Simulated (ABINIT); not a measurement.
# MgSiSe3 (Pm-3m): zone-centre phonons, part 4 of 4

Aim: the zone-centre modes of MgSiSe3 (Pm-3m).

ABINIT 10.8.3; DFT LDA, scalar-relativistic, plane waves, HGH norm-conserving pseudopotentials.

So far. Step 6 (Zone-centre response): The acoustic modes at Γ come out as far as 0.6 cm⁻¹ from zero, where they should vanish, a small numerical error. The lowest optical mode is imaginary, 142i cm⁻¹, an instability at this level and on this k mesh. Step 7 (Zone-centre analysis): The rule moves no optical mode by more than 0.1 cm⁻¹. The relaxed cell has a = 4.759 Å (conventional setting).

The structure was built from a prototype and need not be the compound's stable phase.

## (8) Sum rules set otherwise (asr 0)

Without the rule the raw error of the acoustic modes shows.

The input, anaddb.abi:

```
ddb_filepath "gamma_DDB"
output_file "anaddb.abo"
outdata_prefix "anaddb"
asr 0
chneut 0
enunit 2
eivec 1
nph1l 1
qph1l 0.0 0.0 0.0 1.0
```

The input, mrgddb.in:

```
gamma_DDB
merged
2
dfpt_gammao_DDB
gso_DDB
```

Command:

```bash
$ mrgddb < mrgddb.in > mrgddb.log
$ OMP_NUM_THREADS=1 anaddb anaddb.abi > anaddb.log
```

anaddb.abo, the main output file:

```text
-outvars_anaddb: echo values of input variables ----------------------

 Miscellaneous information :
      enunit         2
       eivec         1
      chneut         0
 First list of wavevector (reduced coord.) :
       nph1l         1
       qph1l
                     0.00000000E+00  0.00000000E+00  0.00000000E+00    1.000E+00

================================================================================

 read the DDB information and perform some checks

  ==== Info on the Cryst% object ====
 Real(R)+Recip(G) space primitive vectors, cartesian coordinates (Bohr,Bohr^-1):
 R(1)=  8.9929562  0.0000000  0.0000000  G(1)=  0.1111981  0.0000000  0.0000000
 R(2)=  0.0000000  8.9929562  0.0000000  G(2)=  0.0000000  0.1111981  0.0000000
 R(3)=  0.0000000  0.0000000  8.9929562  G(3)=  0.0000000  0.0000000  0.1111981
 Unit cell volume ucvol=  7.2728969E+02 bohr^3
 Angles (23,13,12)=  9.00000000E+01  9.00000000E+01  9.00000000E+01 degrees
 Time-reversal symmetry is present
 Reduced atomic positions [iatom, xred, symbol]:
    1)    0.0000000  0.0000000  0.0000000  Mg
    2)    0.5000000  0.5000000  0.5000000  Si
    3)    0.5000000  0.5000000  0.0000000  Se
    4)    0.5000000  0.0000000  0.5000000  Se
    5)    0.0000000  0.5000000  0.5000000  Se

 DDB file with 3 blocks has been read.

================================================================================

 Treat the first list of vectors

  Phonon wavevector (reduced coordinates) :  0.00000  0.00000  0.00000
 Phonon energies in Hartree :
  -6.449817E-04 -6.449817E-04 -6.449817E-04 -6.434101E-04 -6.434101E-04
  -6.434101E-04 -2.467742E-04 -2.467742E-04 -2.467742E-04  2.750059E-06
   2.750060E-06  2.750063E-06  1.179709E-03  1.179709E-03  1.179709E-03
 Phonon energies in meV     :
- -1.755085E+01 -1.755085E+01 -1.755085E+01 -1.750808E+01 -1.750808E+01
- -1.750808E+01 -6.715069E+00 -6.715069E+00 -6.715069E+00  7.483292E-02
-  7.483295E-02  7.483302E-02  3.210151E+01  3.210151E+01  3.210151E+01
 Phonon frequencies in cm-1    :
- -1.415571E+02 -1.415571E+02 -1.415571E+02 -1.412122E+02 -1.412122E+02
- -1.412122E+02 -5.416068E+01 -5.416068E+01 -5.416068E+01  6.035682E-01
-  6.035684E-01  6.035690E-01  2.589161E+02  2.589161E+02  2.589161E+02
 Phonon frequencies in Thz     :
- -4.243776E+00 -4.243776E+00 -4.243776E+00 -4.233435E+00 -4.233435E+00
- -4.233435E+00 -1.623696E+00 -1.623696E+00 -1.623696E+00  1.809452E-02
-  1.809453E-02  1.809454E-02  7.762109E+00  7.762109E+00  7.762109E+00
 Phonon energies in Kelvin  :
- -2.036691E+02 -2.036691E+02 -2.036691E+02 -2.031728E+02 -2.031728E+02
- -2.031728E+02 -7.792514E+01 -7.792514E+01 -7.792514E+01  8.684000E-01
-  8.684003E-01  8.684011E-01  3.725225E+02  3.725225E+02  3.725225E+02

 Eigendisplacements
 (will be given, for each mode : in cartesian coordinates
   for each atom the real part of the displacement vector,
   then the imaginary part of the displacement vector - absolute values smaller than 1.0d-7 are set to zero)
  Mode number    1   Energy   -6.449817E-04
 Attention : low frequency mode.
   (Could be unstable or acoustic mode)
-  1  0.00000000E+00  0.00000000E+00 -4.11468740E-03
-     0.00000000E+00  0.00000000E+00  0.00000000E+00
-  2  0.00000000E+00  0.00000000E+00 -8.33970198E-04
-     0.00000000E+00  0.00000000E+00  0.00000000E+00
-  3  0.00000000E+00  0.00000000E+00 -1.49354859E-04
-     0.00000000E+00  0.00000000E+00  0.00000000E+00
-  4  0.00000000E+00  0.00000000E+00  8.56265313E-04
-     0.00000000E+00  0.00000000E+00  0.00000000E+00
-  5  0.00000000E+00  0.00000000E+00  8.56265313E-04
-     0.00000000E+00  0.00000000E+00  0.00000000E+00
  Mode number    2   Energy   -6.449817E-04
 Attention : low frequency mode.
   (Could be unstable or acoustic mode)
-  1  0.00000000E+00 -4.11468740E-03  0.00000000E+00
-     0.00000000E+00  0.00000000E+00  0.00000000E+00
-  2  0.00000000E+00 -8.33970198E-04  0.00000000E+00
-     0.00000000E+00  0.00000000E+00  0.00000000E+00
-  3  0.00000000E+00  8.56265313E-04  0.00000000E+00
-     0.00000000E+00  0.00000000E+00  0.00000000E+00
-  4  0.00000000E+00 -1.49354859E-04  0.00000000E+00
-     0.00000000E+00  0.00000000E+00  0.00000000E+00
-  5  0.00000000E+00  8.56265313E-04  0.00000000E+00
-     0.00000000E+00  0.00000000E+00  0.00000000E+00
  Mode number    3   Energy   -6.449817E-04
 Attention : low frequency mode.
   (Could be unstable or acoustic mode)
-  1  4.11468740E-03  0.00000000E+00  0.00000000E+00
-     0.00000000E+00  0.00000000E+00  0.00000000E+00
-  2  8.33970198E-04  0.00000000E+00  0.00000000E+00
-     0.00000000E+00  0.00000000E+00  0.00000000E+00
-  3 -8.56265313E-04  0.00000000E+00  0.00000000E+00
-     0.00000000E+00  0.00000000E+00  0.00000000E+00
-  4 -8.56265313E-04  0.00000000E+00  0.00000000E+00
-     0.00000000E+00  0.00000000E+00  0.00000000E+00
-  5  1.49354859E-04  0.00000000E+00  0.00000000E+00
-     0.00000000E+00  0.00000000E+00  0.00000000E+00
  Mode number    4   Energy   -6.434101E-04
 Attention : low frequency mode.
   (Could be unstable or acoustic mode)
-  1  0.00000000E+00  0.00000000E+00  0.00000000E+00
-     0.00000000E+00  0.00000000E+00  0.00000000E+00
-  2  0.00000000E+00  0.00000000E+00  0.00000000E+00
-     0.00000000E+00  0.00000000E+00  0.00000000E+00
-  3  0.00000000E+00  0.00000000E+00  0.00000000E+00
-     0.00000000E+00  0.00000000E+00  0.00000000E+00
-  4  0.00000000E+00  0.00000000E+00  1.86380890E-03
-     0.00000000E+00  0.00000000E+00  0.00000000E+00
-  5  0.00000000E+00  0.00000000E+00 -1.86380890E-03
-     0.00000000E+00  0.00000000E+00  0.00000000E+00
  Mode number    5   Energy   -6.434101E-04
 Attention : low frequency mode.
   (Could be unstable or acoustic mode)
-  1  0.00000000E+00  0.00000000E+00  0.00000000E+00
-     0.00000000E+00  0.00000000E+00  0.00000000E+00
-  2  0.00000000E+00  0.00000000E+00  0.00000000E+00
-     0.00000000E+00  0.00000000E+00  0.00000000E+00
-  3  0.00000000E+00 -1.86380890E-03  0.00000000E+00
-     0.00000000E+00  0.00000000E+00  0.00000000E+00
-  4  0.00000000E+00  0.00000000E+00  0.00000000E+00
-     0.00000000E+00  0.00000000E+00  0.00000000E+00
-  5  0.00000000E+00  1.86380890E-03  0.00000000E+00
-     0.00000000E+00  0.00000000E+00  0.00000000E+00
  Mode number    6   Energy   -6.434101E-04
 Attention : low frequency mode.
   (Could be unstable or acoustic mode)
-  1  0.00000000E+00  0.00000000E+00  0.00000000E+00
-     0.00000000E+00  0.00000000E+00  0.00000000E+00
-  2  0.00000000E+00  0.00000000E+00  0.00000000E+00
-     0.00000000E+00  0.00000000E+00  0.00000000E+00
-  3  1.86380890E-03  0.00000000E+00  0.00000000E+00
-     0.00000000E+00  0.00000000E+00  0.00000000E+00
-  4 -1.86380890E-03  0.00000000E+00  0.00000000E+00
-     0.00000000E+00  0.00000000E+00  0.00000000E+00
-  5  0.00000000E+00  0.00000000E+00  0.00000000E+00
-     0.00000000E+00  0.00000000E+00  0.00000000E+00
  Mode number    7   Energy   -2.467742E-04
 Attention : low frequency mode.
   (Could be unstable or acoustic mode)
-  1  0.00000000E+00  0.00000000E+00  1.93439933E-03
-     0.00000000E+00  0.00000000E+00  0.00000000E+00
-  2  0.00000000E+00  0.00000000E+00 -2.81765604E-03
-     0.00000000E+00  0.00000000E+00  0.00000000E+00
-  3  0.00000000E+00  0.00000000E+00 -1.25886598E-03
-     0.00000000E+00  0.00000000E+00  0.00000000E+00
-  4  0.00000000E+00  0.00000000E+00  8.32797441E-04
-     0.00000000E+00  0.00000000E+00  0.00000000E+00
-  5  0.00000000E+00  0.00000000E+00  8.32797441E-04
-     0.00000000E+00  0.00000000E+00  0.00000000E+00
  Mode number    8   Energy   -2.467742E-04
 Attention : low frequency mode.
   (Could be unstable or acoustic mode)
-  1  0.00000000E+00  1.93439933E-03  0.00000000E+00
-     0.00000000E+00  0.00000000E+00  0.00000000E+00
-  2  0.00000000E+00 -2.81765604E-03  0.00000000E+00
-     0.00000000E+00  0.00000000E+00  0.00000000E+00
-  3  0.00000000E+00  8.32797441E-04  0.00000000E+00
-     0.00000000E+00  0.00000000E+00  0.00000000E+00
-  4  0.00000000E+00 -1.25886598E-03  0.00000000E+00
-     0.00000000E+00  0.00000000E+00  0.00000000E+00
-  5  0.00000000E+00  8.32797441E-04  0.00000000E+00
-     0.00000000E+00  0.00000000E+00  0.00000000E+00
  Mode number    9   Energy   -2.467742E-04
 Attention : low frequency mode.
   (Could be unstable or acoustic mode)
-  1  1.93439933E-03  0.00000000E+00  0.00000000E+00
-     0.00000000E+00  0.00000000E+00  0.00000000E+00
-  2 -2.81765604E-03  0.00000000E+00  0.00000000E+00
-     0.00000000E+00  0.00000000E+00  0.00000000E+00
-  3  8.32797441E-04  0.00000000E+00  0.00000000E+00
-     0.00000000E+00  0.00000000E+00  0.00000000E+00
-  4  8.32797441E-04  0.00000000E+00  0.00000000E+00
-     0.00000000E+00  0.00000000E+00  0.00000000E+00
-  5 -1.25886598E-03  0.00000000E+00  0.00000000E+00
-     0.00000000E+00  0.00000000E+00  0.00000000E+00
  Mode number   10   Energy    2.750059E-06
 Attention : low frequency mode.
   (Could be unstable or acoustic mode)
-  1  0.00000000E+00  0.00000000E+00 -1.37711256E-03
-     0.00000000E+00  0.00000000E+00  0.00000000E+00
-  2  0.00000000E+00  0.00000000E+00 -1.37707743E-03
-     0.00000000E+00  0.00000000E+00  0.00000000E+00
-  3  0.00000000E+00  0.00000000E+00 -1.37709054E-03
-     0.00000000E+00  0.00000000E+00  0.00000000E+00
-  4  0.00000000E+00  0.00000000E+00 -1.37712074E-03
-     0.00000000E+00  0.00000000E+00  0.00000000E+00
-  5  0.00000000E+00  0.00000000E+00 -1.37712074E-03
-     0.00000000E+00  0.00000000E+00  0.00000000E+00
  Mode number   11   Energy    2.750060E-06
 Attention : low frequency mode.
   (Could be unstable or acoustic mode)
-  1  0.00000000E+00 -1.37711256E-03  0.00000000E+00
-     0.00000000E+00  0.00000000E+00  0.00000000E+00
-  2  0.00000000E+00 -1.37707743E-03  0.00000000E+00
-     0.00000000E+00  0.00000000E+00  0.00000000E+00
-  3  0.00000000E+00 -1.37712074E-03  0.00000000E+00
-     0.00000000E+00  0.00000000E+00  0.00000000E+00
-  4  0.00000000E+00 -1.37709054E-03  0.00000000E+00
-     0.00000000E+00  0.00000000E+00  0.00000000E+00
-  5  0.00000000E+00 -1.37712074E-03  0.00000000E+00
-     0.00000000E+00  0.00000000E+00  0.00000000E+00
  Mode number   12   Energy    2.750063E-06
 Attention : low frequency mode.
   (Could be unstable or acoustic mode)
-  1  1.37711256E-03  0.00000000E+00  0.00000000E+00
-     0.00000000E+00  0.00000000E+00  0.00000000E+00
-  2  1.37707743E-03  0.00000000E+00  0.00000000E+00
-     0.00000000E+00  0.00000000E+00  0.00000000E+00
-  3  1.37712074E-03  0.00000000E+00  0.00000000E+00
-     0.00000000E+00  0.00000000E+00  0.00000000E+00
-  4  1.37712074E-03  0.00000000E+00  0.00000000E+00
-     0.00000000E+00  0.00000000E+00  0.00000000E+00
-  5  1.37709054E-03  0.00000000E+00  0.00000000E+00
-     0.00000000E+00  0.00000000E+00  0.00000000E+00
  Mode number   13   Energy    1.179709E-03
-  1  0.00000000E+00  0.00000000E+00  4.08482306E-05
-     0.00000000E+00  0.00000000E+00  0.00000000E+00
-  2  0.00000000E+00  0.00000000E+00  3.00024360E-03
-     0.00000000E+00  0.00000000E+00  0.00000000E+00
-  3  0.00000000E+00  0.00000000E+00 -1.85583902E-03
-     0.00000000E+00  0.00000000E+00  0.00000000E+00
-  4  0.00000000E+00  0.00000000E+00  3.88046691E-04
-     0.00000000E+00  0.00000000E+00  0.00000000E+00
-  5  0.00000000E+00  0.00000000E+00  3.88046691E-04
-     0.00000000E+00  0.00000000E+00  0.00000000E+00
  Mode number   14   Energy    1.179709E-03
-  1  0.00000000E+00 -4.08482305E-05  0.00000000E+00
-     0.00000000E+00  0.00000000E+00  0.00000000E+00
-  2  1.65286748E-07 -3.00024359E-03  0.00000000E+00
-     0.00000000E+00  0.00000000E+00  0.00000000E+00
-  3  0.00000000E+00 -3.88046691E-04  0.00000000E+00
-     0.00000000E+00  0.00000000E+00  0.00000000E+00
-  4  0.00000000E+00  1.85583901E-03  0.00000000E+00
-     0.00000000E+00  0.00000000E+00  0.00000000E+00
-  5 -1.02240230E-07 -3.88046691E-04  0.00000000E+00
-     0.00000000E+00  0.00000000E+00  0.00000000E+00
  Mode number   15   Energy    1.179709E-03
-  1  4.08482305E-05  0.00000000E+00  0.00000000E+00
-     0.00000000E+00  0.00000000E+00  0.00000000E+00
-  2  3.00024359E-03  1.65286748E-07  0.00000000E+00
-     0.00000000E+00  0.00000000E+00  0.00000000E+00
-  3  3.88046691E-04  0.00000000E+00  0.00000000E+00
-     0.00000000E+00  0.00000000E+00  0.00000000E+00
-  4  3.88046691E-04 -1.02240230E-07  0.00000000E+00
-     0.00000000E+00  0.00000000E+00  0.00000000E+00
-  5 -1.85583901E-03  0.00000000E+00  0.00000000E+00
-     0.00000000E+00  0.00000000E+00  0.00000000E+00

 Analysis of degeneracies and characters (maximum tolerance=1.00E-06 a.u.)
 For each vibration mode, or group of modes if degenerate,
 the characters are given for each symmetry operation (see the list in the log file).
 Symmetry characters of vibration mode #   1
       degenerate with vibration modes #   2 to    3
  3.0 -3.0 -1.0  1.0 -1.0  1.0 -1.0  1.0  1.0 -1.0 -1.0  1.0  1.0 -1.0 -1.0  1.0
 -0.0  0.0 -0.0  0.0  0.0 -0.0  0.0 -0.0  1.0 -1.0 -1.0  1.0 -1.0  1.0  1.0 -1.0
 -0.0  0.0  0.0 -0.0  0.0 -0.0 -0.0  0.0  1.0 -1.0  1.0 -1.0 -1.0  1.0 -1.0  1.0
 Symmetry characters of vibration mode #   4
       degenerate with vibration modes #   5 to    6
  3.0 -3.0 -1.0  1.0 -1.0  1.0 -1.0  1.0 -1.0  1.0  1.0 -1.0 -1.0  1.0  1.0 -1.0
  0.0 -0.0  0.0 -0.0 -0.0  0.0 -0.0  0.0 -1.0  1.0  1.0 -1.0  1.0 -1.0 -1.0  1.0
  0.0 -0.0 -0.0  0.0 -0.0  0.0  0.0 -0.0 -1.0  1.0 -1.0  1.0  1.0 -1.0  1.0 -1.0
 Symmetry characters of vibration mode #   7
       degenerate with vibration modes #   8 to    9
  3.0 -3.0 -1.0  1.0 -1.0  1.0 -1.0  1.0  1.0 -1.0 -1.0  1.0  1.0 -1.0 -1.0  1.0
 -0.0  0.0 -0.0  0.0  0.0 -0.0  0.0 -0.0  1.0 -1.0 -1.0  1.0 -1.0  1.0  1.0 -1.0
 -0.0  0.0  0.0 -0.0  0.0 -0.0 -0.0  0.0  1.0 -1.0  1.0 -1.0 -1.0  1.0 -1.0  1.0
 Symmetry characters of vibration mode #  10
       degenerate with vibration modes #  11 to   12
  3.0 -3.0 -1.0  1.0 -1.0  1.0 -1.0  1.0  1.0 -1.0 -1.0  1.0  1.0 -1.0 -1.0  1.0
  0.0 -0.0  0.0 -0.0 -0.0  0.0 -0.0  0.0  1.0 -1.0 -1.0  1.0 -1.0  1.0  1.0 -1.0
  0.0 -0.0 -0.0  0.0 -0.0  0.0  0.0 -0.0  1.0 -1.0  1.0 -1.0 -1.0  1.0 -1.0  1.0
 Symmetry characters of vibration mode #  13
       degenerate with vibration modes #  14 to   15
  3.0 -3.0 -1.0  1.0 -1.0  1.0 -1.0  1.0  1.0 -1.0 -1.0  1.0  1.0 -1.0 -1.0  1.0
  0.0 -0.0  0.0 -0.0 -0.0  0.0 -0.0  0.0  1.0 -1.0 -1.0  1.0 -1.0  1.0  1.0 -1.0
  0.0 -0.0 -0.0  0.0 -0.0  0.0  0.0 -0.0  1.0 -1.0  1.0 -1.0 -1.0  1.0 -1.0  1.0
-
```

The job ended after 0.53 s (1 thread of Arm Neoverse N1, shared host).

Zone-centre frequencies as printed; negative means imaginary. Modes:

| mode | frequency (cm⁻¹) |
| --- | --- |
| 1 | -141.6 |
| 2 | -141.6 |
| 3 | -141.6 |
| 4 | -141.2 |
| 5 | -141.2 |
| 6 | -141.2 |
| 7 | -54.16 |
| 8 | -54.16 |
| 9 | -54.16 |
| 10 | 0.6 |
| 11 | 0.6 |
| 12 | 0.6 |
| 13 | 258.9 |
| 14 | 258.9 |
| 15 | 258.9 |

## (9) Outcome

```
space group after relaxation                                           : Pm-3m
volume per atom                                                        : 21.6 Å³
highest optical zone-centre mode (no LO-TO term)                       : 258.9 cm⁻¹
lowest optical zone-centre mode                                        : -141.6 cm⁻¹
imaginary optical modes at the zone centre (no q mesh in this session) : yes
```

What this shows: At the LDA level the optical modes of MgSiSe3 (Pm-3m) at the zone centre run from 142i to 259 cm⁻¹, so the structure is a saddle point, with 9 modes beyond 10i cm⁻¹ there. These are harmonic frequencies at zero temperature: anharmonic shifts and linewidths and thermal expansion are left out. The HGH files keep few electrons and have no core correction, which is cheap but rough for Mg. In a metal the frequencies hang on the k mesh and the smearing, most of all near Kohn anomalies. The structure is a hypothetical one, built on a prototype.

[Host names and launcher messages were left out of these logs when they were recorded.]

[Logs are printed without paths, hosts, clocks, repeated set-up lines and the standing remarks that a program may print on its own settings, such as how far it seeks lower states.]

[Hosts, paths, dates, database ids (printed as entryN), source tags and the programs' standing remarks are cut or masked in the printed files.]
